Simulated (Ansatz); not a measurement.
# Moving the knobs of a GW run on K2CdSe2O6 (R-3m)

Aim: change settings of a G0W0 run on K2CdSe2O6 (R-3m) and see what moves.

Method: G0W0 on PBE, plane waves, PAW; PAW set soft_1, in Ansatz 0.2.0.

### 1. The starting structure

The structure is trigonal, space group R-3m (No. 166). Conventional cell: a = 5.698 Å, b = 5.698 Å, c = 18.949 Å, α = 90.00°, β = 90.00°, γ = 120.00°. Nearest to K lie 9 O at 2.79 to 3.03 Å. Nearest to Cd lie 6 O at 2.33 Å. Se has 3 O at 1.72 Å nearest. Nearest to O lie 1 Se at 1.72 Å and 1 Cd at 2.33 Å and 3 K at 2.79 to 3.03 Å. Farther neighbours and most contacts between anions are not listed.

Geometry: measured cell, ions relaxed with PBE. The runs that relaxed it are not among those shown.

### 2. The base run: 2×2×2 mesh, 403 empty bands, screening to 100 eV, PAW set soft_1 files

Now the one-shot GW correction: screening in the RPA, then the self-energy of the levels asked for. This step takes PAW set soft_1 files.

Input file input.yaml:

```yaml
crystal:
  lattice:
    - [2.84875, 1.6447265794, 6.3162]
    - [-2.84875, 1.6447265794, 6.3162]
    - [0.0, -3.2894531587, 6.3162]
  atoms:
    - { symbol: K, position: [0.8028368916, 0.8028368916, 0.8028368916] }
    - { symbol: K, position: [0.1971631084, 0.1971631084, 0.1971631084] }
    - { symbol: Cd, position: [0.0, 0.0, 0.0] }
    - { symbol: Se, position: [0.6229802507, 0.6229802507, 0.6229802507] }
    - { symbol: Se, position: [0.3770197493, 0.3770197493, 0.3770197493] }
    - { symbol: O, position: [0.7422192338, 0.269620956, 0.7422192338] }
    - { symbol: O, position: [0.7422192338, 0.7422192338, 0.269620956] }
    - { symbol: O, position: [0.269620956, 0.7422192338, 0.7422192338] }
    - { symbol: O, position: [0.2577807662, 0.730379044, 0.2577807662] }
    - { symbol: O, position: [0.730379044, 0.2577807662, 0.2577807662] }
    - { symbol: O, position: [0.2577807662, 0.2577807662, 0.730379044] }
kpoints:
  mp_grid: { grid: [2, 2, 2] }
hamiltonian:
  xc: pbe
  pseudopotentials: { kind: paw, azcp: { folder: soft_1 } }
scf:
  occupations: { method: fixed }
gw:
  n_empty_bands: 403
  ecut_chi: 100
  qp_bands: [v3, c3]
  qp_kpoints: band_edges
  screening: { model: contour_deformation }
```

Launch:

```console
ansatz run input.yaml --threads 2 --pin off --max-ram 92160MiB --backend cuda --events-out ev --progress --plain --runs-dir out --devices 1 --max-vram 13GiB
```

Numbers of over 12 decimals in the logs are rounded to 6 here.

The log of the run:

```text
GPUs: using 1 of 1 available (devices: 1).
Engine: ansatz 0.2.0, x86_64-unknown-linux-gnu
Pseudopotentials: kind: paw
Pseudopotential: K, paw, valence charge 9, recommended cutoff 420 eV (normal), soft_1/K.paw.azcp
Pseudopotential: Cd, paw, valence charge 20, recommended cutoff 420 eV (normal), soft_1/Cd.paw.azcp
Pseudopotential: Se, paw, valence charge 16, recommended cutoff 420 eV (normal), soft_1/Se.paw.azcp
Pseudopotential: O, paw, valence charge 6, recommended cutoff 420 eV (normal), soft_1/O.paw.azcp
Functional definition: PBE
  parameter kappa = 0.804
  parameter beta = 0.066725
  exchange = pbe_x(kappa = kappa, mu = beta*pi^2/3)
  correlation = pbe_c(beta = beta)
device memory: the entry about to start is reckoned to put 3.0 GiB on a device that reports 56.1 GiB free (of which the cap on the GPU budget leaves the run 13.0 GiB)
GPU FFT provider: cuFFT
GPU libraries: cuBLAS 13.8.2, cuFFT 12.4.0, cuSOLVER 12.3.4
Crystal: 11 atoms, lattice volume = 177.564 Å³
Basis set: ecut = 420 eV, 3465 PW (Γ)
Bands: 64, of which v1, the nominal top of the filled ones, is band 53 counted from 1 (52 counted from 0)
Symmetry: 12 space group operations
Space group: R-3m (ITA 166), of the structure as read, at distance tolerance 5.6e-5 Å
k-points: 4 of 8
Non-local potential: K, projectors of the file, l = 0: 3, l = 1: 2, l = 2: 2
Non-local potential: Cd, projectors of the file, l = 0: 3, l = 1: 2, l = 2: 2, l = 3: 1
Non-local potential: Se, projectors of the file, l = 0: 2, l = 1: 2, l = 2: 3, l = 3: 1
Non-local potential: O, projectors of the file, l = 0: 2, l = 1: 2, l = 2: 1
PAW form: soft (Blöchl's): semilocal exchange-correlation on the pseudo side does not see the compensation charge
PAW one-centre angular grid: K, 110 points (default); XC on 64 Gauss nodes
PAW one-centre angular grid: Cd, 590 points (default); XC on 64 Gauss nodes
PAW one-centre angular grid: Se, 590 points (default); XC on 64 Gauss nodes
PAW one-centre angular grid: O, 110 points (default); XC on 64 Gauss nodes
Initial density: superposition of atomic densities (chi_scale 0.1, normalization cell, long waves kept (reshape's long-wave potential 0.04 eV rms))
Initial wavefunctions: pseudopotential atomic-orbital guess
GPU buffer pool allocated for 110592 grid points (all kernels)
GPU transforms: local potential and band sums: pruned to the plane-wave sphere, on 48×48×48
Functional: x = pbe(κ = 0.804, μ = 0.219515), c = pbe(β = 0.066725)
SCF iter   1: F=—  HF=-25681.301732 eV  |F-HF|=—  |Δ(HF+E_count)|=         —  Δρ=8.86e-2  dr2=2.57e1  ethr=3.10e-3  ⟨swp⟩=5.2  Hψ=818  notcnv=0  defer=30
preconditioner: auto → Resta (q_TF=auto, 2.504 Å⁻¹)  ε∞=3.7  [insulator: Δε(μ)=2.761 eV  Ē_g=14.464 eV  n_scr=46 (ndim 8)  ℏωp=24.0 eV  f_vac=0.008  ε∞_Penn≈3.7]
[...]
device memory: the entry about to start is reckoned to put 1.3 GiB on a device that reports 60.1 GiB free (of which the cap on the GPU budget leaves the run 13.0 GiB)
NSCF: frozen V_eff on 1 k-points
device memory: the entry about to start is reckoned to put 1.3 GiB on a device that reports 60.1 GiB free (of which the cap on the GPU budget leaves the run 13.0 GiB)
NSCF: frozen V_eff on 1 k-points
SCF converged after 11 iterations
Free energy (F): -25671.963039 eV
Harris-Foulkes:  -25671.963039 eV  (|F-HF|=5.61e-9)
Internal energy: -25671.963039 eV  (E = F + TS)
E sigma→0 (E₀):  -25671.963039 eV
Fermi energy:    5.537330 eV
--- Per-component energies (eV) ---
  E_band       = -1597.053810
  E_kinetic    = 2182.638556
  E_local      = -13562.797539  (includes V_loc(G=0)·N_el)
  E_nonlocal   = -242.046871
  E_hartree    = 6266.834401
  E_xc         = -1027.408751
  E_vxc        = -1256.058978  (∫ρ·V_xc dr)
  E_paw        = -10900.368071  (= ΣΔE_a)
  E_vpaw       = -1252.461553  (= ΣTr[D̂ρ^β])
  E_aug_tail   = 0.004196  (compensation charges beyond the density's cutoff)
  E_ewald      = -8388.818959
  E_smearing   = -0.000000  (= −TS)
  E_closure    = 0.000000  (closes the sum)
  Σ components = -25671.963039   (vs F -25671.963039, Δ=0.00e0)
--- Band table (eV) ---
  k-point 0: bands = [... 49 lower, 5.1721, 5.3010, 5.3010, 5.3375, 9.4003, 10.0774, 10.0774, 10.7455, ... 7 higher]
  k-point 1: bands = [... 49 lower, 4.9765, 5.0480, 5.2968, 5.5373, 10.0155, 10.1576, 10.9287, 11.7919, ... 7 higher]
  k-point 2: bands = [... 49 lower, 4.9601, 5.1608, 5.3660, 5.4591, 9.9602, 10.3168, 10.9598, 11.7412, ... 7 higher]
  k-point 3: bands = [... 49 lower, 5.1880, 5.2252, 5.2525, 5.2825, 9.7566, 10.1787, 10.2561, 10.2561, ... 7 higher]
--- G₀W₀: contour deformation, 6 samples at zero and on the imaginary axis and 1 off it, 8 q-points, 403 empty bands' worth ---
  eigenvalues of the whole cell's RPA ε∞ on this k-mesh (on a slab, of 1 + 4πα/V) = 2.6109, 3.5427, 3.5427; static W/v taken at q = 0 is 0.303365
  gw.qp_kpoints: band_edges: 4 of 4 stored k-points solved, in 1 pass; an edge of the gap read off the rows below is read off those points alone
    ik  band        ε_KS         Σx   Σc(E_QP)       V_xc       Z   E_QP_lin       E_QP  E_QP is
     0    51      5.3010   -27.9803     4.5455   -22.6157  0.7574     4.4717     4.4820  root
     0    52      5.3010   -27.9803     4.5455   -22.6157  0.7574     4.4717     4.4820  root
     0    53      5.3375   -26.4612     4.9270   -20.6909  0.7443     4.4823     4.4943  root
     0    54      9.4003    -9.9315    -4.0845   -15.0364  0.8271    10.4307    10.4207  root
     0    55     10.0774   -10.6635    -3.3010   -15.1717  0.8074    11.2998    11.2846  root
     0    56     10.0774   -10.6635    -3.3010   -15.1717  0.8074    11.2998    11.2846  root
     1    51      5.0480   -23.0075     3.4626   -18.5626  0.7680     4.0512     4.0657  root
     1    52      5.2968   -27.7508     4.5855   -22.3534  0.7559     4.4748     4.4849  root
[...]
3    53      5.2825   -26.3652     4.9341   -20.5752  0.7440     4.4142     4.4266  root
     3    54      9.7566   -10.8868    -4.1989   -16.2915  0.8197    10.9773    10.9623  root
     3    55     10.1787   -10.1952    -3.8096   -15.1874  0.8215    11.3758    11.3614  root
     3    56     10.2561   -11.0412    -3.3493   -15.6450  0.8035    11.5276    11.5106  root
```

Run time: 10 s. Hardware: 1 × NVIDIA H100 80GB HBM3 (shared by 6 runs) with 2 threads of AMD EPYC 7R13 (Zen 3), shared host; peak memory 1.4 GiB; 11 s of CPU time.

In the SCF lines HF is the Harris–Foulkes energy and dr2 the Hartree energy of the density residual, in eV; the loop may stop once dr2 is under the threshold and the program's other checks hold. Hψ counts applications of the Hamiltonian.

This step gave:

- bands summed: 456
- RPA ε∞ on this mesh (eigenvalues): 2.611, 3.543, 3.543
- plane waves in the screening matrix: 401
- q-points in the mesh: 8
- G0W0 gap on the mesh: 5.744 eV
- k of the valence top: 0, 0, -0.5
- k of the conduction bottom: 0, 0, 0
- starting gap on the mesh: 3.863 eV
- Z at the valence top: 0.7645
- Z at the conduction bottom: 0.8271
- least direct G0W0 gap on the computed points: 5.926 eV

The gap on the mesh goes from 3.86 eV to 5.74 eV, a correction of +1.88 eV. Between the two edge states, bare exchange in place of the xc potential would open the gap by 9.67 eV, and correlation takes back 7.79 eV.

### 3. Variant: potentials

Other atomic data (norm-conserving) test the pseudisation: the cutoff goes from 420 to 1240 eV, with the same valence electrons.

This step: G0W0 on PBE, plane waves, norm-conserving pseudopotentials.

input.yaml: that of step 2 with these lines changed.

```diff
@@ -21,3 +21,3 @@
   xc: pbe
-  pseudopotentials: { kind: paw, azcp: { folder: soft_1 } }
+  pseudopotentials: { kind: nc }
 scf:
```

The log of the run:

```text
GPUs: using 1 of 1 available (devices: 1).
[...]
GPU FFT provider: cuFFT
GPU libraries: cuBLAS 13.8.2, cuFFT 12.4.0, cuSOLVER 12.3.4
Crystal: 11 atoms, lattice volume = 177.564 Å³
Basis set: ecut = 1240 eV, 17641 PW (Γ)
Bands: 64, of which v1, the nominal top of the filled ones, is band 53 counted from 1 (52 counted from 0)
[... 1 set-up line as in the run before ...]
[...]
k-points: 4 of 8
[...]
GPU buffer pool allocated for 729000 grid points (all kernels)
[...]
SCF iter   1: F=—  HF=-15697.892842 eV  |F-HF|=—  |Δ(HF+E_count)|=         —  Δρ=9.62e-2  dr2=2.69e1  ethr=3.10e-3  ⟨swp⟩=6.8  Hψ=1056  notcnv=0  defer=35
[...]
SCF iter  10: F=-15687.837296 eV  HF=-15687.837296 eV  |F-HF|=9.55e-9  |Δ(HF+E_count)|=   1.62e-7  Δρ=2.97e-6  dr2=1.62e-8  ethr=9.43e-11  ⟨swp⟩=18.8  Hψ=1428  notcnv=0
SCF 1 converged in 10 iterations: F = -15687.837296 eV  dr2 = 1.62e-8
[...]
0    51      5.6244   -27.9704     4.5390   -22.6003  0.7570     4.7827     4.7933  root
     0    52      5.6244   -27.9704     4.5390   -22.6003  0.7570     4.7827     4.7933  root
     0    53      5.6686   -26.4635     4.9225   -20.6879  0.7440     4.8032     4.8155  root
     0    54      9.7314    -9.9427    -4.0904   -15.0586  0.8270    10.7671    10.7570  root
     0    55     10.3775   -10.6910    -3.3007   -15.2117  0.8070    11.6129    11.5974  root
     0    56     10.3775   -10.6910    -3.3007   -15.2117  0.8070    11.6129    11.5974  root
     1    51      5.3572   -23.0216     3.4705   -18.5683  0.7675     4.3599     4.3745  root
     1    52      5.6211   -27.7418     4.5801   -22.3378  0.7555     4.7869     4.7974  root
[...]
3    53      5.6138   -26.3675     4.9298   -20.5718  0.7437     4.7351     4.7479  root
     3    54     10.0799   -10.8923    -4.2031   -16.3057  0.8197    11.3053    11.2901  root
     3    55     10.4885   -10.2512    -3.8057   -15.2447  0.8213    11.6909    11.6763  root
     3    56     10.5544   -11.0636    -3.3483   -15.6811  0.8032    11.8410    11.8235  root
[key lines of the parts left out:]
SCF converged after 10 iterations
Free energy (F): -15687.837296 eV
Fermi energy:    5.848127 eV
```

Run time: 20 s. Hardware: 1 × NVIDIA H100 80GB HBM3 (shared by 6 runs) with 2 threads; peak memory 2.2 GiB.

The G0W0 gap on the mesh is 5.773 eV.

Against the base:

| setting | base | variant |
| --- | --- | --- |
| files | PAW set soft_1 | norm-conserving |

| quantity | variant | base |
| --- | --- | --- |
| starting gap on the mesh | 3.883 | 3.863 |
| G0W0 gap on the mesh | 5.773 | 5.744 |
| least direct G0W0 gap on the computed points | 5.942 | 5.926 |
| Z at the valence top | 0.764 | 0.765 |
| Z at the conduction bottom | 0.827 | 0.827 |

### 4. Variant: potentials

This step: G0W0 on PBE, plane waves, PAW.

input.yaml: that of step 3 with these lines changed.

```diff
@@ -21,3 +21,3 @@
   xc: pbe
-  pseudopotentials: { kind: nc }
+  pseudopotentials: { kind: paw, source: ansatz }
 scf:
```

The log of the run:

```text
GPUs: using 1 of 1 available (devices: 1).
[...]
GPU FFT provider: cuFFT
GPU libraries: cuBLAS 13.8.2, cuFFT 12.4.0, cuSOLVER 12.3.4
Crystal: 11 atoms, lattice volume = 177.564 Å³
Basis set: ecut = 930 eV, 11455 PW (Γ)
Bands: 64, of which v1, the nominal top of the filled ones, is band 53 counted from 1 (52 counted from 0)
[... 1 set-up line as in the run before ...]
[...]
k-points: 4 of 8
[...]
GPU buffer pool allocated for 512000 grid points (all kernels)
[...]
SCF iter   1: F=—  HF=-25682.607197 eV  |F-HF|=—  |Δ(HF+E_count)|=         —  Δρ=9.41e-2  dr2=2.63e1  ethr=3.10e-3  ⟨swp⟩=5.2  Hψ=821  notcnv=0  defer=29
[...]
SCF iter  10: F=-25673.041302 eV  HF=-25673.041302 eV  |F-HF|=4.42e-8  |Δ(HF+E_count)|=   6.65e-7  Δρ=3.85e-6  dr2=3.15e-8  ethr=9.43e-11  ⟨swp⟩=11.8  Hψ=1131  notcnv=0
SCF 1 converged in 10 iterations: F = -25673.041302 eV  dr2 = 3.15e-8
[...]
0    51      5.6197   -27.9668     4.5286   -22.6008  0.7573     4.7716     4.7823  root
     0    52      5.6197   -27.9668     4.5286   -22.6008  0.7573     4.7716     4.7823  root
     0    53      5.6581   -26.4581     4.9184   -20.6854  0.7443     4.7916     4.8039  root
     0    54      9.7230    -9.9146    -4.0966   -15.0163  0.8272    10.7377    10.7280  root
     0    55     10.3915   -10.6695    -3.3099   -15.1795  0.8074    11.6066    11.5916  root
     0    56     10.3915   -10.6695    -3.3099   -15.1795  0.8074    11.6066    11.5916  root
     1    51      5.3638   -23.0119     3.4571   -18.5637  0.7680     4.3579     4.3727  root
     1    52      5.6157   -27.7381     4.5702   -22.3387  0.7558     4.7759     4.7865  root
[...]
3    53      5.6032   -26.3619     4.9257   -20.5691  0.7440     4.7234     4.7362  root
     3    54     10.0816   -10.8730    -4.2132   -16.2747  0.8197    11.2847    11.2701  root
     3    55     10.5039   -10.1820    -3.8176   -15.1696  0.8216    11.6879    11.6739  root
     3    56     10.5707   -11.0482    -3.3577   -15.6540  0.8035    11.8356    11.8188  root
[key lines of the parts left out:]
SCF converged after 10 iterations
Free energy (F): -25673.041302 eV
Fermi energy:    5.853831 eV
```

The job ended after 17 s (1 × NVIDIA H100 80GB HBM3 (shared by 6 runs) with 2 threads; peak memory 1.9 GiB).

The G0W0 gap on the mesh is 5.745 eV.

Against the base:

| setting | base | variant |
| --- | --- | --- |
| files | PAW set soft_1 | hard PAW |

| quantity | variant | base |
| --- | --- | --- |
| starting gap on the mesh | 3.869 | 3.863 |
| G0W0 gap on the mesh | 5.745 | 5.744 |
| least direct G0W0 gap on the computed points | 5.924 | 5.926 |
| Z at the valence top | 0.764 | 0.765 |
| Z at the conduction bottom | 0.827 | 0.827 |

### 5. Variant: frequency model

A plasmon pole stands in for the full frequency dependence of the screening; this run shows what that costs in accuracy.

This step: G0W0 on PBE, plane waves, PAW; PAW set soft_1.

input.yaml: that of step 4 with these lines changed.

```diff
@@ -21,3 +21,3 @@
   xc: pbe
-  pseudopotentials: { kind: paw, source: ansatz }
+  pseudopotentials: { kind: paw, azcp: { folder: soft_1 } }
 scf:
@@ -29,2 +29,2 @@
   qp_kpoints: band_edges
-  screening: { model: contour_deformation }
+  screening: { model: godby_needs }
```

The log of the run:

```text
GPUs: using 1 of 1 available (devices: 1).
[...]
GPU FFT provider: cuFFT
GPU libraries: cuBLAS 13.8.2, cuFFT 12.4.0, cuSOLVER 12.3.4
Crystal: 11 atoms, lattice volume = 177.564 Å³
Basis set: ecut = 420 eV, 3465 PW (Γ)
Bands: 64, of which v1, the nominal top of the filled ones, is band 53 counted from 1 (52 counted from 0)
[... 1 set-up line as in the run before ...]
[...]
k-points: 4 of 8
[...]
GPU buffer pool allocated for 110592 grid points (all kernels)
[...]
SCF iter   1: F=—  HF=-25681.301732 eV  |F-HF|=—  |Δ(HF+E_count)|=         —  Δρ=8.86e-2  dr2=2.57e1  ethr=3.10e-3  ⟨swp⟩=5.2  Hψ=818  notcnv=0  defer=30
[...]
SCF iter  11: F=-25671.963039 eV  HF=-25671.963039 eV  |F-HF|=5.61e-9  |Δ(HF+E_count)|=   7.08e-8  Δρ=1.86e-6  dr2=6.41e-9  ethr=9.43e-11  ⟨swp⟩=13.0  Hψ=1085  notcnv=0
SCF 1 converged in 11 iterations: F = -25671.963039 eV  dr2 = 6.41e-9
[...]
0    51      5.3010   -27.9803     4.5585   -22.6157  0.7877     4.4910     4.4949  root
     0    52      5.3010   -27.9803     4.5585   -22.6157  0.7877     4.4910     4.4949  root
     0    53      5.3375   -26.4612     4.9360   -20.6909  0.7777     4.4984     4.5033  root
     0    54      9.4003    -9.9315    -4.0495   -15.0364  0.8437    10.4606    10.4557  root
     0    55     10.0774   -10.6635    -3.2434   -15.1717  0.8300    11.3479    11.3422  root
     0    56     10.0774   -10.6635    -3.2434   -15.1717  0.8300    11.3479    11.3422  root
     1    51      5.0480   -23.0075     3.4363   -18.5626  0.8001     4.0311     4.0394  root
     1    52      5.2968   -27.7508     4.5992   -22.3534  0.7864     4.4944     4.4986  root
[...]
3    53      5.2825   -26.3652     4.9403   -20.5752  0.7778     4.4278     4.4329  root
     3    54      9.7566   -10.8868    -4.1478   -16.2915  0.8377    11.0207    11.0135  root
     3    55     10.1787   -10.1952    -3.7815   -15.1874  0.8407    11.3955    11.3895  root
     3    56     10.2561   -11.0412    -3.2840   -15.6450  0.8270    11.5823    11.5759  root
[key lines of the parts left out:]
SCF converged after 11 iterations
Free energy (F): -25671.963039 eV
Fermi energy:    5.537330 eV
```

Wall time 11 s (1 × NVIDIA H100 80GB HBM3 (shared by 6 runs) with 2 threads); peak memory 1.4 GiB.

The G0W0 gap on the mesh is 5.782 eV.

Against the base:

| setting | base | variant |
| --- | --- | --- |
| frequency model | contour deformation | plasmon pole |

| quantity | variant | base |
| --- | --- | --- |
| starting gap on the mesh | 3.863 | 3.863 |
| G0W0 gap on the mesh | 5.782 | 5.744 |
| least direct G0W0 gap on the computed points | 5.952 | 5.926 |
| Z at the valence top | 0.794 | 0.765 |
| Z at the conduction bottom | 0.844 | 0.827 |

### 6. What came out

```
base            : 5.74 eV, 10 s
potentials      : 5.77 eV, 20 s
potentials      : 5.75 eV, 17 s
frequency model : 5.78 eV, 11 s
```

In words: Potentials: the gap moves by +0.03 eV (the plane-wave cutoff goes from 420 to 1240 eV). Potentials: the gap moves by +0.002 eV (the plane-wave cutoff goes from 420 to 930 eV). Frequency model: the gap moves by +0.04 eV. All runs here use a coarse mesh and modest cutoffs; they test settings and are not final values. The 2×2×2 mesh is coarse for this cell (its supercell is 14 Å along the shortest edge). The RPA ε∞ on it, from the PBE start, is 2.61 and 3.54; such meshes misread the long-range screening, most where the gap is narrow. A d shell, filled or nearly so, lies near the gap. One-shot GW converges very slowly in bands there, not always from below, and on a semilocal start the gap tends to come out low; starts rich in exact exchange can overshoot instead. The many-body steps are scalar-relativistic: spin-orbit coupling is not in them.

[Paths, hosts, dates, memory and timing lines, banners, echoed tables and standing remarks are left out of the program output.]

[Logs are printed without paths, hosts, clocks, repeated set-up lines and the standing remarks that a program may print on its own settings, such as how far it seeks lower states.]

[Runs of the session that timed out or met a known fault of the program may be left out.]

[Cells called generated may have been cut or substituted from an entry of the Crystallography Open Database or the Materials Project.]

[Hosts, paths, dates, database ids (printed as entryN), source tags and the programs' standing remarks are cut or masked in the printed files.]
